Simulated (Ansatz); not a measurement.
Rows from a G0W0 calculation on C2S3 (P2_1/c) (Ansatz 0.2.0; G0W0 on PBE, plane waves, PAW; PAW set soft_1; 4×2×2 mesh, 477 empty bands, screening to 66 eV, PAW set soft_1 files), in eV. Spin-orbit coupling is left out.

```csv
row,k,band,start,Σx,Σc at the solution,Vxc
A,"(-0.500, 0.000, 0.000)",v1,3.709,-16.885,1.536,-15.018
B,"(-0.500, 0.000, 0.000)",c1,5.326,-9.223,-3.287,-13.384
C,Γ,c2,5.929,-10.136,-3.482,-14.553
D,Γ,c1,5.300,-9.758,-3.084,-13.716
E,"(-0.500, 0.000, 0.000)",c2,5.521,-9.749,-3.186,-13.803
F,Γ,v1,3.529,-16.732,1.598,-14.779
```

Question: Work out each quasiparticle level and how far it moved.

The quasiparticle equation reads E = start + Σx + Σc(E) − Vxc.

```csv
row,E (eV),shift (eV)
A,3.378,−0.331
B,6.200,+0.873
C,6.865,+0.936
D,6.175,+0.875
E,6.390,+0.869
F,3.174,−0.355
```

The gap over the computed points goes from 1.59 eV to 2.80 eV.

Limits: not at the basis limit; coarse k mesh.

[Paths, hosts, dates, memory and timing lines, banners, echoed tables and standing remarks are left out of the program output.]

[Logs are printed without paths, hosts, clocks, repeated set-up lines and the standing remarks that a program may print on its own settings, such as how far it seeks lower states.]

[Runs of the session that timed out or met a known fault of the program may be left out.]

[Cells called generated may have been cut or substituted from an entry of the Crystallography Open Database or the Materials Project.]

[Hosts, paths, dates, database ids (printed as entryN), source tags and the programs' standing remarks are cut or masked in the printed files.]
